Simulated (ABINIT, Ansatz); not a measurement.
# Calculated records

A GW chain in ABINIT: PNO (Cc). It takes space group Cc (No. 9, monoclinic). Conventional cell: a = 6.556 Å, b = 6.572 Å, c = 4.620 Å, α = 90.00°, β = 130.96°, γ = 90.00°. P has 2 N at 1.55 Å and 2 O at 1.60 Å nearest. Nearest to N lie 2 P at 1.55 Å. Nearest to O lie 2 P at 1.60 Å. Farther neighbours, and contacts between anions beyond the nearest, are not listed. The calculation used RPA screening on LDA, plane waves, norm-conserving pseudopotentials (and 2 further levels or steps) in ABINIT 10.8.3, with cutoff 36 Ha, PseudoDojo scalar-relativistic 0.4.1 standard, norm-conserving, ngkpt (2, 2, 4), nband 138, ecuteps 6.5 Ha, inclvkb 2, shiftk (0, 0, 0), symchi 1, awtr 1, frequency ppm, 2×2×4 k-mesh. The LDA gap is 5.02 eV, indirect. The G0W0 gap on the mesh is 7.18 eV, the GW settings are 2×2×4 mesh, 138 bands, screening to 176.9 eV, Godby-Needs plasmon pole and the known limits are short of the basis limit; coarse k mesh. It took 5 runs, 7.9 min in all on 4 MPI ranks of Arm Neoverse N1, shared host. G0W0 moves the gap on the mesh from 5.02 eV to 7.18 eV (+2.16 eV), with Z of 0.81 and 0.84 at the edges. Local fields lower the RPA ε∞ on this mesh from 3.55 to 3.22; a Γ-centred mesh this coarse tends to raise both, most where the direct gap is narrow, while a short band sum lowers them. The program's warnings: nkpt*nsppol () is not a multiple of nproc spkpt (). The cell and positions are those that the Materials Project relaxed with its own functionals (PBE, PBE+U or r2SCAN), kept fixed. The 2×2×4 mesh is coarse for this cell, which bears on the long-range parts of exchange and screening.

```xyz
6
Lattice="3.2780 -3.2861 0.0000 3.2780 3.2861 0.0000 -3.0286 0.0000 3.4889" Properties=species:S:1:pos:R:3 pbc="T T T"
P     2.4276   -2.3663    0.0006
P     0.9133    2.3663    1.7450
N     2.9331   -1.1841    0.8709
N     1.4188    1.1841    2.6154
O     0.6253   -2.8994    2.6173
O     2.1396    2.8994    0.8729
```

[Long decimals in the printed logs are rounded to 6 places.]

[Logs are printed without paths, hosts, clocks, repeated set-up lines and the standing remarks that a program may print on its own settings, such as how far it seeks lower states.]

[Paths, hosts, dates, memory and timing lines, banners, echoed tables and standing remarks are left out of the program output; an Ansatz launch command may be rebuilt from the run's recorded settings. Measured values are a selection of at most five: reports struck by readers or far from the other reports are left out. None is set beside runs whose start may be inverted or whose files or cutoffs have a known fault.]

[Runs of the session that timed out or met a known fault of the program may be left out.]

[Hosts, paths, dates, database ids (printed as entryN), source tags and the programs' standing remarks are cut or masked in the printed files.]

[G0W0 gaps are taken among the corrected bands and points alone; a level outside them can change the order at an edge.]

[Where Ansatz stands beside ABINIT at settings called matched, ABINIT's density can come from a denser mesh and the files from another edition; pairs whose starting gaps differed by over 0.03 eV were left out, so agreement reads better than it is.]
